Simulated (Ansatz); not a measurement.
# Converging the field response of a CaSe (001) film

Which settings does the induced dipole of a CaSe (001) film need, and which can be cut?

Method: plane-wave DFT, PBE, Ansatz PAW, in the first sound run; inputs show where later runs differ, in Ansatz 0.2.0.

Most raw output is cut from this account.

## (1) The starting structure

The cell holds 10 atoms: 5 Ca and 5 Se. Cell: a = 4.186 Å, b = 4.186 Å, c = 29.840 Å, α = 90.0°, β = 90.0°, γ = 90.0°. It derives from CaSe (rocksalt CaSe). Vacuum lies along c.

## (2) Single point, setting first choice

The first choice: the default cutoff of 420 eV, a 6×6×1 mesh, 18 Å of vacuum, 0.1 V/Å and a tight threshold. Each later run changes one input against this one; other functionals and files bring their own cutoffs.

Input file input.yaml:

```yaml
crystal:
  lattice:
    - [4.18607214, 0.0, 0.0]
    - [0.0, 4.18607214, 0.0]
    - [0.0, 0.0, 29.84]
  atoms:
    - { symbol: Ca, position: [0.5, 0.5, 0.3016085791] }
    - { symbol: Se, position: [0.0, 0.0, 0.3016085791] }
    - { symbol: Ca, position: [0.0, 0.0, 0.4008042895] }
    - { symbol: Se, position: [0.5, 0.5, 0.4008042895] }
    - { symbol: Ca, position: [0.5, 0.5, 0.5] }
    - { symbol: Se, position: [0.0, 0.0, 0.5] }
    - { symbol: Ca, position: [0.0, 0.0, 0.5991957105] }
    - { symbol: Se, position: [0.5, 0.5, 0.5991957105] }
    - { symbol: Ca, position: [0.5, 0.5, 0.6983914209] }
    - { symbol: Se, position: [0.0, 0.0, 0.6983914209] }
kpoints:
  mp_grid: { grid: [6, 6, 1] }
hamiltonian:
  xc: pbe
scf:
  occupations: { method: fixed }
  convergence: { dr2_threshold: 1.0e-10 }
efield:
  axis: 3
  dipole_correction: true
  ramp_position: 0.97
  ramp_width: 0.06
  amplitude: 0.1
output:
  write_potential: true
  write_density: true
  volumetric_format: npy
```

Started as:

```
$ ansatz run input.yaml --threads 4 --pin off --max-ram 6144MiB --backend cpu --events-out ev --progress --plain --runs-dir out
```

Elapsed: 8.2 s, on 4 threads of Intel Xeon Platinum 8488C (Sapphire Rapids), shared host; peak memory 1.3 GiB.

This step gave:

| Item | Value |
| --- | --- |
| gap on the k-mesh | 2.134 eV |
| dipole along the normal | 0.1247 e·Å |
| equivalent conductor thickness p/(ε₀AE) | 12.88 Å |

Running mean over 2.96 Å of the planar mean, with the applied field; the ramp of the sawtooth is left out. Electron's electrostatic potential energy less the highest filled level against z:

z (Å), electron's electrostatic potential energy less the highest filled level (eV) and a bar from the least value:
```
        4       3.88 ##########################
        5       3.97 ###########################
        6       3.96 ###########################
        7       2.75 #####################
        8      -1.16 #####
        9      -2.37 
       10      -2.28 
       11      -2.24 #
       12      -2.23 #
       13      -2.24 #
       14      -2.23 #
       15      -2.21 #
       16      -2.19 #
       17      -2.16 #
       18      -2.12 #
       19      -2.10 #
       20      -2.12 #
       21      -2.15 #
       22      -0.33 #########
       23       3.55 #########################
       24       4.52 #############################
       25       4.68 ##############################
       26       4.79 ##############################
```

The dipole corresponds to a conductor 12.879 Å thick.

## (3) Run, box 29.8 Å

Edit input.yaml of step 2 so:

```diff
@@ -29,2 +29,4 @@
   amplitude: 0.1
+basis:
+  ecutwfc: "250 eV"
 output:
```

Elapsed: 3.8 s, on 4 threads; peak memory 0.78 GiB.

The dipole corresponds to a conductor 12.861 Å thick, -0.14 % from the first choice, at 0.45 times its CPU time.

## (4) Run, box 29.8 Å (run 2)

Edit input.yaml of step 3 so:

```diff
@@ -30,3 +30,3 @@
 basis:
-  ecutwfc: "250 eV"
+  ecutwfc: "330 eV"
 output:
```

The job ended after 5.8 s (4 threads; peak memory 0.96 GiB).

The dipole corresponds to a conductor 12.879 Å thick, -0.00 % from the first choice, at 0.70 times its CPU time.

## (5) Run, box 29.8 Å (run 3)

Edit input.yaml of step 4 so:

```diff
@@ -30,3 +30,3 @@
 basis:
-  ecutwfc: "330 eV"
+  ecutwfc: "600 eV"
 output:
```

Wall time 16 s (4 threads); peak memory 1.9 GiB; 63 s of CPU time.

The dipole corresponds to a conductor 12.879 Å thick, +0.00 % from the first choice, at 2.0 times its CPU time.

## (6) Single point, box 29.8 Å

Edit input.yaml of step 5 so:

```diff
@@ -17,3 +17,3 @@
 kpoints:
-  mp_grid: { grid: [6, 6, 1] }
+  mp_grid: { grid: [1, 1, 1] }
 hamiltonian:
@@ -29,4 +29,2 @@
   amplitude: 0.1
-basis:
-  ecutwfc: "600 eV"
 output:
```

It took 1.2 s on 4 threads; peak memory 0.53 GiB.

The dipole corresponds to a conductor 14.592 Å thick, +13.30 % from the first choice, at 0.12 times its CPU time.

## (7) Single point, box 29.8 Å (run 2)

Edit input.yaml of step 6 so:

```diff
@@ -17,3 +17,3 @@
 kpoints:
-  mp_grid: { grid: [1, 1, 1] }
+  mp_grid: { grid: [2, 2, 1] }
 hamiltonian:
```

Elapsed: 2.3 s, on 4 threads; peak memory 0.89 GiB; 8 s of CPU time.

The dipole corresponds to a conductor 13.113 Å thick, +1.81 % from the first choice, at 0.26 times its CPU time.

## (8) Run, box 29.8 Å (run 4)

Edit input.yaml of step 7 so:

```diff
@@ -17,3 +17,3 @@
 kpoints:
-  mp_grid: { grid: [2, 2, 1] }
+  mp_grid: { grid: [3, 3, 1] }
 hamiltonian:
```

The job ended after 3 s (4 threads; peak memory 0.86 GiB).

The dipole corresponds to a conductor 12.907 Å thick, +0.22 % from the first choice, at 0.34 times its CPU time.

## (9) Single point, box 29.8 Å (run 3)

Edit input.yaml of step 8 so:

```diff
@@ -17,3 +17,3 @@
 kpoints:
-  mp_grid: { grid: [3, 3, 1] }
+  mp_grid: { grid: [12, 12, 1] }
 hamiltonian:
```

The job ended after 25 s (4 threads; peak memory 1.9 GiB; 95 s of CPU time).

The dipole corresponds to a conductor 12.879 Å thick, -0.00 % from the first choice, at 3.1 times its CPU time.

## (10) Run, box 21.8 Å

The cell differs from the one that the last finished run ended in (c 29.840 → 21.840 Å).

input.yaml, the sections that differ from step 9:

```yaml
crystal:
  lattice:
    - [4.18607214, 0.0, 0.0]
    - [0.0, 4.18607214, 0.0]
    - [0.0, 0.0, 21.84]
  atoms:
    - { symbol: Ca, position: [0.5, 0.5, 0.2289377289] }
    - { symbol: Se, position: [0.0, 0.0, 0.2289377289] }
    - { symbol: Ca, position: [0.0, 0.0, 0.3644688645] }
    - { symbol: Se, position: [0.5, 0.5, 0.3644688645] }
    - { symbol: Ca, position: [0.5, 0.5, 0.5] }
    - { symbol: Se, position: [0.0, 0.0, 0.5] }
    - { symbol: Ca, position: [0.0, 0.0, 0.6355311355] }
    - { symbol: Se, position: [0.5, 0.5, 0.6355311355] }
    - { symbol: Ca, position: [0.5, 0.5, 0.7710622711] }
    - { symbol: Se, position: [0.0, 0.0, 0.7710622711] }
kpoints:
  mp_grid: { grid: [6, 6, 1] }
# hamiltonian, scf, efield, output: as in step 9
```

The job ended after 6.6 s (4 threads; peak memory 1 GiB).

The dipole corresponds to a conductor 12.845 Å thick, -0.26 % from the first choice, at 0.80 times its CPU time.

## (11) Run, box 25.8 Å

The cell differs from the one that the last finished run ended in (c 21.840 → 25.840 Å).

input.yaml, the sections that differ from step 10:

```yaml
crystal:
  lattice:
    - [4.18607214, 0.0, 0.0]
    - [0.0, 4.18607214, 0.0]
    - [0.0, 0.0, 25.84]
  atoms:
    - { symbol: Ca, position: [0.5, 0.5, 0.2708978328] }
    - { symbol: Se, position: [0.0, 0.0, 0.2708978328] }
    - { symbol: Ca, position: [0.0, 0.0, 0.3854489164] }
    - { symbol: Se, position: [0.5, 0.5, 0.3854489164] }
    - { symbol: Ca, position: [0.5, 0.5, 0.5] }
    - { symbol: Se, position: [0.0, 0.0, 0.5] }
    - { symbol: Ca, position: [0.0, 0.0, 0.6145510836] }
    - { symbol: Se, position: [0.5, 0.5, 0.6145510836] }
    - { symbol: Ca, position: [0.5, 0.5, 0.7291021672] }
    - { symbol: Se, position: [0.0, 0.0, 0.7291021672] }
# kpoints, hamiltonian, scf, efield, output: as in step 10
```

Elapsed: 7.4 s, on 4 threads; peak memory 1.2 GiB.

The dipole corresponds to a conductor 12.878 Å thick, -0.01 % from the first choice, at 0.91 times its CPU time.

## (12) Single point, box 37.8 Å

The cell differs from the one that the last finished run ended in (c 25.840 → 37.840 Å).

input.yaml, the sections that differ from step 11:

```yaml
crystal:
  lattice:
    - [4.18607214, 0.0, 0.0]
    - [0.0, 4.18607214, 0.0]
    - [0.0, 0.0, 37.84]
  atoms:
    - { symbol: Ca, position: [0.5, 0.5, 0.343551797] }
    - { symbol: Se, position: [0.0, 0.0, 0.343551797] }
    - { symbol: Ca, position: [0.0, 0.0, 0.4217758985] }
    - { symbol: Se, position: [0.5, 0.5, 0.4217758985] }
    - { symbol: Ca, position: [0.5, 0.5, 0.5] }
    - { symbol: Se, position: [0.0, 0.0, 0.5] }
    - { symbol: Ca, position: [0.0, 0.0, 0.5782241015] }
    - { symbol: Se, position: [0.5, 0.5, 0.5782241015] }
    - { symbol: Ca, position: [0.5, 0.5, 0.656448203] }
    - { symbol: Se, position: [0.0, 0.0, 0.656448203] }
# kpoints, hamiltonian, scf, efield, output: as in step 11
```

Wall time 12 s (4 threads); peak memory 1.5 GiB; 47 s of CPU time.

The dipole corresponds to a conductor 12.879 Å thick, +0.00 % from the first choice, at 1.5 times its CPU time.

## (13) Run, box 29.8 Å (run 5)

input.yaml, the sections that differ from step 12:

```yaml
crystal:
  lattice:
    - [4.18607214, 0.0, 0.0]
    - [0.0, 4.18607214, 0.0]
    - [0.0, 0.0, 29.84]
  atoms:
    - { symbol: Ca, position: [0.5, 0.5, 0.3016085791] }
    - { symbol: Se, position: [0.0, 0.0, 0.3016085791] }
    - { symbol: Ca, position: [0.0, 0.0, 0.4008042895] }
    - { symbol: Se, position: [0.5, 0.5, 0.4008042895] }
    - { symbol: Ca, position: [0.5, 0.5, 0.5] }
    - { symbol: Se, position: [0.0, 0.0, 0.5] }
    - { symbol: Ca, position: [0.0, 0.0, 0.5991957105] }
    - { symbol: Se, position: [0.5, 0.5, 0.5991957105] }
    - { symbol: Ca, position: [0.5, 0.5, 0.6983914209] }
    - { symbol: Se, position: [0.0, 0.0, 0.6983914209] }
efield:
  axis: 3
  dipole_correction: true
  ramp_position: 0.97
  ramp_width: 0.06
  amplitude: 0.005
# kpoints, hamiltonian, scf, output: as in step 12
```

Run time: 8.7 s. Hardware: 4 threads; peak memory 1.3 GiB; 33 s of CPU time.

The dipole corresponds to a conductor 12.877 Å thick, -0.01 % from the first choice, at 1.1 times its CPU time.

## (14) Run, box 29.8 Å (run 6)

Edit input.yaml of step 13 so:

```diff
@@ -28,3 +28,3 @@
   ramp_width: 0.06
-  amplitude: 0.005
+  amplitude: 0.03
 output:
```

Elapsed: 8.4 s, on 4 threads; peak memory 1.3 GiB.

The dipole corresponds to a conductor 12.878 Å thick, -0.01 % from the first choice, at 1.0 times its CPU time.

## (15) Run, box 29.8 Å (run 7)

Edit input.yaml of step 14 so:

```diff
@@ -28,3 +28,3 @@
   ramp_width: 0.06
-  amplitude: 0.03
+  amplitude: 0.3
 output:
```

It took 8.3 s on 4 threads; peak memory 1.3 GiB; 32 s of CPU time.

The dipole corresponds to a conductor 12.891 Å thick, +0.09 % from the first choice, at 1.0 times its CPU time.

## (16) Single point, box 29.8 Å (run 4)

Edit input.yaml of step 15 so:

```diff
@@ -22,3 +22,3 @@
   occupations: { method: fixed }
-  convergence: { dr2_threshold: 1.0e-10 }
+  convergence: { dr2_threshold: 0.0001 }
 efield:
@@ -28,3 +28,3 @@
   ramp_width: 0.06
-  amplitude: 0.3
+  amplitude: 0.1
 output:
```

Elapsed: 8.2 s, on 4 threads; peak memory 1.3 GiB; 31 s of CPU time.

The dipole corresponds to a conductor 12.908 Å thick, +0.23 % from the first choice, at 1.0 times its CPU time.

## (17) Single point, box 29.8 Å (run 5)

Edit input.yaml of step 16 so:

```diff
@@ -22,3 +22,3 @@
   occupations: { method: fixed }
-  convergence: { dr2_threshold: 0.0001 }
+  convergence: { dr2_threshold: 1.0e-06 }
 efield:
```

The job ended after 7.8 s (4 threads; peak memory 1.3 GiB; 30 s of CPU time).

The dipole corresponds to a conductor 12.871 Å thick, -0.06 % from the first choice, at 0.96 times its CPU time.

## (18) Single point, box 29.8 Å (run 6)

Edit input.yaml of step 17 so:

```diff
@@ -22,3 +22,3 @@
   occupations: { method: fixed }
-  convergence: { dr2_threshold: 1.0e-06 }
+  convergence: { dr2_threshold: 1.0e-08 }
 efield:
```

Run time: 7.7 s. Hardware: 4 threads; peak memory 1.3 GiB; 29 s of CPU time.

The dipole corresponds to a conductor 12.879 Å thick, +0.00 % from the first choice, at 0.94 times its CPU time.

## (19) Run, box 29.8 Å (run 8)

This step: plane-wave DFT, LDA, Ansatz PAW (Ansatz 0.2.0).

Edit input.yaml of step 18 so:

```diff
@@ -19,6 +19,6 @@
 hamiltonian:
-  xc: pbe
+  xc: lda
 scf:
   occupations: { method: fixed }
-  convergence: { dr2_threshold: 1.0e-08 }
+  convergence: { dr2_threshold: 1.0e-10 }
 efield:
```

Elapsed: 8.3 s, on 4 threads; peak memory 1.2 GiB; 32 s of CPU time.

The dipole corresponds to a conductor 12.936 Å thick, +0.44 % from the first choice, at 1.0 times its CPU time.

## (20) Single point, box 29.8 Å (run 7)

This step: plane-wave DFT, r2SCAN, Ansatz PAW (Ansatz 0.2.0).

Edit input.yaml of step 19 so:

```diff
@@ -19,3 +19,3 @@
 hamiltonian:
-  xc: lda
+  xc: r2scan
 scf:
```

Wall time 16 s (4 threads); peak memory 2.2 GiB.

The dipole corresponds to a conductor 12.584 Å thick, -2.29 % from the first choice, at 2.0 times its CPU time.

## (21) Run, box 29.8 Å (run 9)

This step: plane-wave DFT, PBE, norm-conserving (Ansatz 0.2.0).

Edit input.yaml of step 20 so:

```diff
@@ -19,3 +19,4 @@
 hamiltonian:
-  xc: r2scan
+  xc: pbe
+  pseudopotentials: { kind: nc }
 scf:
```

The job ended after 48 s (4 threads; peak memory 4.3 GiB; 3.1 min of CPU time).

The dipole corresponds to a conductor 12.872 Å thick, -0.06 % from the first choice, at 6.0 times its CPU time.

## (22) Single point, box 29.8 Å (run 8)

This step: plane-wave DFT, PBE, JTH PAW (Ansatz 0.2.0).

Edit input.yaml of step 21 so:

```diff
@@ -20,3 +20,3 @@
   xc: pbe
-  pseudopotentials: { kind: nc }
+  pseudopotentials: { kind: paw, source: jth }
 scf:
```

Elapsed: 16 s, on 4 threads; peak memory 2.5 GiB; 62 s of CPU time.

The dipole corresponds to a conductor 12.885 Å thick, +0.05 % from the first choice, at 2.0 times its CPU time.

## (23) Side by side

Times are for 4 threads of Intel Xeon Platinum 8488C (Sapphire Rapids), shared host. The runs compared:

| no. | setting | equivalent conductor thickness p/(ε₀AE) (Å) | time | memory (GiB) |
| --- | --- | --- | --- | --- |
| 1 | first choice | 12.88 | 8.2 s | 1.3 |
| 2 | cutoff 250 eV | 12.86 | 3.8 s | 0.78 |
| 3 | cutoff 330 eV | 12.88 | 5.8 s | 0.96 |
| 4 | cutoff 600 eV | 12.88 | 16 s | 1.9 |
| 5 | mesh 1x1 | 14.59 | 1.2 s | 0.53 |
| 6 | mesh 2x2 | 13.11 | 2.3 s | 0.89 |
| 7 | mesh 3x3 | 12.91 | 3 s | 0.86 |
| 8 | mesh 12x12 | 12.88 | 25 s | 1.9 |
| 9 | vacuum 10 Å | 12.85 | 6.6 s | 1.0 |
| 10 | vacuum 14 Å | 12.88 | 7.4 s | 1.2 |
| 11 | vacuum 26 Å | 12.88 | 12 s | 1.5 |
| 12 | field 0.005 V/Å | 12.88 | 8.7 s | 1.3 |
| 13 | field 0.03 V/Å | 12.88 | 8.4 s | 1.3 |
| 14 | field 0.3 V/Å | 12.89 | 8.3 s | 1.3 |
| 15 | SCF threshold 1e-04 eV | 12.91 | 8.2 s | 1.3 |
| 16 | SCF threshold 1e-06 eV | 12.87 | 7.8 s | 1.3 |
| 17 | SCF threshold 1e-08 eV | 12.88 | 7.7 s | 1.3 |
| 18 | LDA, Ansatz PAW (420 eV) | 12.94 | 8.3 s | 1.2 |
| 19 | r2SCAN, Ansatz PAW (500 eV) | 12.58 | 16 s | 2.2 |
| 20 | PBE, norm-conserving (1170 eV) | 12.87 | 48 s | 4.3 |
| 21 | PBE, JTH PAW (870 eV) | 12.89 | 16 s | 2.5 |

## (24) Outcome

```json
{
  "equivalent conductor thickness, first choice": "12.88 Å",
  "equivalent conductor thickness, cutoff 600 eV": "12.88 Å",
  "equivalent conductor thickness, mesh 1x1": "14.59 Å",
  "equivalent conductor thickness, mesh 2x2": "13.11 Å",
  "equivalent conductor thickness, vacuum 26 Å": "12.88 Å",
  "equivalent conductor thickness, LDA, Ansatz PAW (420 eV)": "12.94 Å",
  "equivalent conductor thickness, r2SCAN, Ansatz PAW (500 eV)": "12.58 Å"
}
```

**Reading.** The first choice gives 12.88 Å. Numerical settings off by more than 1 % against it: mesh 1x1 (+13.3 %) and mesh 2x2 (+1.8 %). The cheapest single change that stays within 0.5 % is mesh 3x3, at 34 % of the CPU time. Functionals and files move it by +0.4 % (LDA, Ansatz PAW (420 eV)), -2.3 % (r2SCAN, Ansatz PAW (500 eV)), -0.1 % (PBE, norm-conserving (1170 eV)) and under 0.1 % (PBE, JTH PAW (870 eV)). The film is symmetric and its atoms are held, so the dipole is the electronic response to the field alone. Times of a few seconds on a shared host rank the settings only roughly. In 1 run of the series (vacuum 10 Å) the program warns that electrons reach the sawtooth's ramp, which makes dipole and work function less sure.

[Logs are printed without paths, hosts, clocks, repeated set-up lines and the standing remarks that a program may print on its own settings, such as how far it seeks lower states.]

[Hosts, paths, dates, database ids (printed as entryN), source tags and the programs' standing remarks are cut or masked in the printed files.]

[Maps of the electrostatic potential energy from Ansatz leave out the sawtooth potential of an applied field or a dipole correction, so their vacuum need not be flat; planar profiles and work functions include it.]
